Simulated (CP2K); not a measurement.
Consider mercaptoacetaldehyde at its PBE geometry (Å).

```xyz
8

O    -2.0507    0.1372   -0.6550
C    -1.0816   -0.0513    0.0608
C     0.2993    0.5014   -0.2160
S     1.4657   -0.8895   -0.4667
H    -1.1580   -0.6901    0.9757
H     0.6494    1.1367    0.6092
H     0.2927    1.0835   -1.1449
H     1.5830   -1.2278    0.8369
```

Method: CP2K XAS_TDP, all-electron GAPW, PBEh(45%), aug-cc-pVDZ, TDA, GW2X-corrected core level, no relativity.

Q: Predict the bright core excitations at the C K edge.

Leading lines: C2 288.47 eV and C3 289.05 eV. The leading line of an atom is its first one with 35 % of the strongest within 2.5 eV of its lowest line over the strength cut. Core ionisation energies at this level: C2 295.78 and C3 293.33 eV.

The first six lines of each atom with a strength over 0.0015:

```csv
atom,energy (eV),states,"strength, one atom",above the computed threshold
"C2 (bonded to C, O and H)",288.47,1,0.0671,
,293.38,1,0.0128,
,294.16,1,0.0027,
,294.39,1,0.0043,
,294.94,1,0.0015,
,295.62,1,0.0088,
"C3 (bonded to C, S and 2 H)",289.05,1,0.0181,
,290.22,1,0.0216,
,290.75,1,0.0180,
,291.55,1,0.0215,
,291.83,1,0.0079,
,292.48,1,0.0049,
```

Lines are vertical, at one geometry, with no vibrational structure. GW2X ionisation energies and lines can be off by 1 to 2 eV either way, and a good line position may hide errors that cancel. These values hold no scalar relativity, about 0.1 eV for C 1s. Rydberg lines, and the discretised continuum above threshold, depend on the basis and the box.

[Banner, clock and machine lines of the logs are left out without a mark of their own.]

[Logs are printed without paths, hosts, clocks, repeated set-up lines and the standing remarks that a program may print on its own settings, such as how far it seeks lower states.]

[Hosts, paths, dates, database ids (printed as entryN), source tags and the programs' standing remarks are cut or masked in the printed files.]
